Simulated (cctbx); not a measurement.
**Nd6BeZnNi: precision against data quality**

Space group Immm (no. 71), a = 9.5640 Å, b = 9.8930 Å, c = 10.3170 Å, α = 90.00°, β = 90.00°, γ = 90.00°.

| atom | mult. | x | y | z | Ueq (Å²) |
| --- | --- | --- | --- | --- | --- |
| Nd1 | 8 | 0.3068 | 0 | 0.6714 | 0.0067 |
| Nd2 | 8 | 0.7819 | 0.3214 | 1/2 | 0.0099 |
| Nd3 | 8 | 0 | 0.1949 | 0.7696 | 0.0063 |
| Zn1 | 2 | 0 | 0 | 0 | 0.0117 |
| Zn2 | 2 | 0 | 0 | 1/2 | 0.0100 |
| Ni1 | 4 | 0 | 0.6559 | 0 | 0.0107 |
| Be1 | 4 | 0 | 1/2 | 0.3819 | 0.0135 |

This is a model crystal, built by substitution and not relaxed, with assumed displacement parameters.

Five simulated data sets (cctbx; Mo Kα, λ = 0.71073 Å; 4 % proportional error) differ in resolution or exposure (noise floor 15 counts in the first three, 8 in the last two). Each is refined with the right model, isotropic at 1.1 Å and anisotropic otherwise. How do the figures of merit and the uncertainties move?

| d min (Å) | top counts | ⟨I/σ⟩ (unmerged, absences included) | unique | param. (scale apart) | Rint | R1 | GooF | largest s.u. xyz (fractional) | s.u. U of Be1 (Å²) | largest error (Å) |
| --- | --- | --- | --- | --- | --- | --- | --- | --- | --- | --- |
| 1.1 | 20000 | 7.5 | 242 | 15 | 0.034 | 0.0151 | 1.44 | 0.00259 | 0.0066 | 0.0119 |
| 0.84 | 20000 | 6.7 | 520 | 32 | 0.036 | 0.0110 | 0.94 | 0.00112 | 0.0053 | 0.0136 |
| 0.6 | 20000 | 5.4 | 1355 | 32 | 0.044 | 0.0141 | 0.93 | 0.00068 | 0.0025 | 0.0041 |
| 0.75 | 300 | 0.7 | 717 | 32 | 0.359 | 0.0700 | 0.94 | 0.00803 | 0.0808 | 0.0305 |
| 0.75 | 3000 | 3.3 | 717 | 32 | 0.071 | 0.0227 | 0.94 | 0.00198 | 0.0111 | 0.0096 |

GooF reaches 1.44 where the model lacks something that the data hold (anisotropy at the isotropic level, for one). The s.u. of U for Be1 goes 0.0066, 0.0053, 0.0025 Å² with resolution and 0.0808, 0.0111 Å² with exposure.

The 1.1 Å row also differs in its displacement model, so it isn't a clean test of resolution.

Hardware for the 0.6 Å refinement: 0.48 s on 1 thread of Arm Neoverse V2, with other jobs on the host, peak memory 0.09 GiB.
